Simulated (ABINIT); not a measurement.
# Quasiparticle gap of CsMgF3 (Pm-3m) in ABINIT, part 3 of 3

How does a plane-wave GW calculation on CsMgF3 (Pm-3m) run from the first input to the gap?

ABINIT 10.8.3; LDA and many-body steps on it, plane waves. Known limits of the many-body steps: not at the basis limit; no spin-orbit coupling; coarse k mesh.

So far. Step 4 (Empty states on the mesh, 2×2×2 mesh, 76 bands): On this mesh the gap is 6.388 eV. Step 5 (Screening, 2×2×2 mesh, 70 bands, screening to 106.1 eV): Local fields lower ε∞ by 9 %. On a Γ-centred mesh this coarse the value itself is usually too large, while a short band sum pulls it down.

### 6. Self-energy, 2×2×2 mesh, 70 bands, screening to 106.1 eV

The self-energy is evaluated for the states that the input lists, and the levels follow from it, in one-shot runs by the linearised quasiparticle equation.

This step: G0W0 on LDA, plane waves, norm-conserving pseudopotentials.

The input, run.abi:

```
acell 3*1.0 Angstrom
rprim 
  4.252307000000 0.000000000000 0.000000000000
  0.000000000000 4.252307000000 0.000000000000
  0.000000000000 0.000000000000 4.252307000000
ntypat 3
znucl 55 12 9
natom 5
typat 1 2 3 3 3
xred 
  0.000000000000 0.000000000000 0.000000000000
  0.500000000000 0.500000000000 0.500000000000
  0.000000000000 0.500000000000 0.500000000000
  0.500000000000 0.000000000000 0.500000000000
  0.500000000000 0.500000000000 0.000000000000
pp_dirpath "pseudos"
pseudos "Cs.upf, Mg.upf, F.upf"
ecut 38
ngkpt 2 2 2
nshiftk 1
shiftk 0 0 0
kptopt 1
chksymbreak 0
istwfk *1
occopt 1
irdwfk 1
optdriver 4
nband 70
gwcalctyp 0
ecutsigx 38
symsigma 1
nkptgw 1
kptgw 
  0.0000000000 0.0000000000 0.0000000000
bdgw 
  18 23
ecuteps 3.9
irdscr 1
ppmodel 1
indata_prefix "in"
outdata_prefix "out"
tmpdata_prefix "tmp"
```

Launch:

```bash
$ OMP_NUM_THREADS=1 mpirun -n 4 abinit run.abi > log
```

Numbers of over 12 decimals in the logs are rounded to 6 here.

The program printed:

```text
.Version 10.8.3 of ABINIT. v10.8.2 released Aug 2026.

 Symmetries : space group Pm -3 m (#221); Bravais cP (primitive cubic)
[... echo of the input left out ...]
== DATASET  1 ==================================================================
-   mpi_nproc: 4, omp_nthreads: 1 (-1 if OMP is not activated)

--- !DatasetInfo
iteration_state: {dtset: 1, }
dimensions: {natom: 5, nkpt: 4, mband: 70, nsppol: 1, nspinor: 1, nspden: 1, mpw: 5846, }
cutoff_energies: {ecut:  38.0, pawecutdg:  -1.0, }
electrons: {nelect:   4.00000000E+01, charge:   0.00000000E+00, occopt:   1.00000000E+00, tsmear:   1.00000000E-02, }

 SIGMA: Calculation of the GW corrections

 Based on a program developped by R.W. Godby, V. Olevano, G. Onida, and L. Reining.
 Incorporated in ABINIT by V. Olevano, G.-M. Rignanese, and M. Torrent.
.Using double precision arithmetic ; gwpc =  8

[... cell and pseudopotentials left out ...]
--------------------------------------------------------------------------------

 ==== K-mesh for the wavefunctions ====
 Number of points in the irreducible wedge :     4
[... list of points left out ...]
 Together with 48 symmetry operations and time-reversal symmetry
 yields     8 points in the full Brillouin Zone.

 ==== Q-mesh for screening function ====
 Number of points in the irreducible wedge :     4
[... list of points left out ...]
 Together with 48 symmetry operations and time-reversal symmetry
 yields     8 points in the full Brillouin Zone.

 vcoul_init : cutoff-mode = AUXILIARY_FUNCTION
 q-points for optical limit:   1
     1)      0.000010    0.000020    0.000030
 setmesh: FFT mesh size selected  =    45x   45x   45
          total number of points  =        91125

 Number of electrons calculated from density =   40.0000; Expected =   40.0000
 average of density, n =  0.077088
 r_s =    1.4576
 omega_plasma =   26.7825 [eV]

 === KS Band Gaps ===
  >>>> For spin  1
   Minimum direct gap =   6.3877 [eV], located at k-point      :   0.0000  0.0000  0.0000
   Fundamental gap    =   6.3877 [eV], Top of valence bands at :   0.0000  0.0000  0.0000
                                       Bottom of conduction at :   0.0000  0.0000  0.0000
 SIGMA fundamental parameters:
 PLASMON POLE MODEL  1
 number of plane-waves for SigmaX                 5743
 number of plane-waves for SigmaC and W            179
 number of plane-waves for wavefunctions          5743
 number of bands                                    70
 number of independent spin polarizations            1
 number of spinorial components                      1
 number of k-points in IBZ                           4
 number of q-points in IBZ                           4
 number of symmetry operations                      48
 number of k-points in BZ                            8
 number of q-points in BZ                            8
 number of frequencies for dSigma/dE                 9
 frequency step for dSigma/dE [eV]                0.25
 number of omega for Sigma on real axis              0
 max omega for Sigma on real axis  [eV]           0.00
 zcut for avoiding poles [eV]                     0.10

 EPSILON^-1 parameters (SCR file):
 dimension of the eps^-1 matrix on file            179
 dimension of the eps^-1 matrix used               179
 number of plane-waves for wavefunctions          5743
 number of bands                                    70
 number of q-points in IBZ                           4
 number of frequencies                               2
 number of real frequencies                          1
 number of imag frequencies                          1

 matrix elements of self-energy operator (all in [eV])

 Perturbative Calculation

--- !SelfEnergy_ee
iteration_state: {dtset: 1, }
kpoint     : [   0.000,    0.000,    0.000, ]
spin       : 1
KS_gap     :    6.388
QP_gap     :   10.206
Delta_QP_KS:    3.818
data: !SigmaeeData |
     Band     E0 <VxcDFT>   SigX SigC(E0)      Z dSigC/dE  Sig(E)    E-E0       E
       18   0.605 -21.315 -28.249   4.890   0.811  -0.234 -22.972  -1.657  -1.052
       19   0.605 -21.315 -28.249   4.890   0.811  -0.234 -22.972  -1.657  -1.052
       20   0.605 -21.315 -28.249   4.890   0.811  -0.234 -22.972  -1.657  -1.052
       21   6.993 -11.420  -6.098  -2.868   0.880  -0.136  -9.259   2.161   9.154
       22   9.067  -9.117  -4.141  -2.832   0.880  -0.136  -7.230   1.887  10.954
       23   9.067  -9.117  -4.141  -2.832   0.880  -0.136  -7.230   1.887  10.954

== END DATASET(S) ==============================================================
================================================================================

 -outvars: echo values of variables after computation  --------
           etotal      0.0000000000E+00
            nband          70
             nkpt           4
          spgroup         221
 [... the other variables as echoed above ...]

 Calculation completed.
```

It took 6.8 s on 4 MPI ranks of Arm Neoverse N1, shared host; peak memory 0.68 GiB; 27 s of CPU time.

This step gave:

```
G0W0 gap on the points computed              : 10.21 eV
starting gap on the mesh                     : 6.388 eV
k of the valence top                         : 0, 0, 0
k of the conduction bottom                   : 0, 0, 0
Z at the valence top                         : 0.811
Z at the conduction bottom                   : 0.88
least direct G0W0 gap on the computed points : 10.21 eV
```

The gap on the mesh goes from 6.39 eV to 10.21 eV, a correction of +3.82 eV.

Limits: finite bands, cutoff and mesh; no spin-orbit coupling; coarse k mesh. v1 is the top filled band, c1 the lowest empty one. Levels before and after the correction, in eV, zero at the valence-band top of each column:

|  | conduction bottom | valence top |
| --- | --- | --- |
| Kohn-Sham | 6.39 | 0.00 |
| G0W0 | 10.21 | 0.00 |

|  | level | energy (eV) |
| --- | --- | --- |
| Kohn-Sham | Γ v3-v1 | 0.000 |
| Kohn-Sham | Γ c1 | 6.388 |
| Kohn-Sham | Γ c2-c3 | 8.462 |
| G0W0 | Γ v3-v1 | 0.000 |
| G0W0 | Γ c1 | 10.206 |
| G0W0 | Γ c2-c3 | 12.006 |

### 7. Where the time went

Times are wall times on 4 MPI ranks of Arm Neoverse N1, shared host, good to a factor of about two.

| step | time | share | memory (GiB) |
| --- | --- | --- | --- |
| ground state | 53 s | 30 % | 0.38 |
| bands along the symmetry lines | 75 s | 43 % | 0.4 |
| empty states on the mesh | 24 s | 14 % | 0.32 |
| screening | 16 s | 9 % | 0.74 |
| self-energy | 6.8 s | 4 % | 0.68 |

### 8. Outcome

- LDA gap: 6.39 eV, direct
- G0W0 gap on the mesh: 10.21 eV
- GW settings: 2×2×2 mesh, 70 bands, screening to 106.1 eV, Godby-Needs plasmon pole
- known limits: not at the basis limit; no spin-orbit coupling; coarse k mesh

What this shows: G0W0 moves the gap on the mesh from 6.39 eV to 10.21 eV (+3.82 eV), with Z of 0.81 and 0.88 at the edges. Local fields lower the RPA ε∞ on this mesh from 2.72 to 2.47; a Γ-centred mesh this coarse tends to raise both, most where the direct gap is narrow, while a short band sum lowers them. Only 1 of the mesh's irreducible points was corrected, so a valley elsewhere could overtake. Bands and cutoff are finite, so the gap is not at the basis limit. The miss can reach some tenths of an eV and take either sign; the mesh is an error of its own. In the G0W0 run levels were corrected at 1 k point alone, so a gap called «on the mesh» is the least over those, and an edge elsewhere would be missed. The 2×2×2 mesh is coarse for this cell, which bears on the long-range parts of exchange and screening. This is the ideal cubic cell; many perovskites, halides above all, are cubic only on average, and local tilts or off-centring can widen the gap. The many-body steps are scalar-relativistic: spin-orbit coupling is not in them.

[Paths, hosts, dates, memory and timing lines, banners, echoed tables and standing remarks are left out of the program output.]

[Logs are printed without paths, hosts, clocks, repeated set-up lines and the standing remarks that a program may print on its own settings, such as how far it seeks lower states.]

[Runs of the session that timed out or met a known fault of the program may be left out.]

[Hosts, paths, dates, database ids (printed as entryN), source tags and the programs' standing remarks are cut or masked in the printed files.]

[G0W0 gaps are taken among the corrected bands and points alone; a level outside them can change the order at an edge.]

[Where Ansatz stands beside ABINIT at settings called matched, ABINIT's density can come from a denser mesh and the files from another edition; pairs whose starting gaps differed by over 0.03 eV were left out, so agreement reads better than it is.]
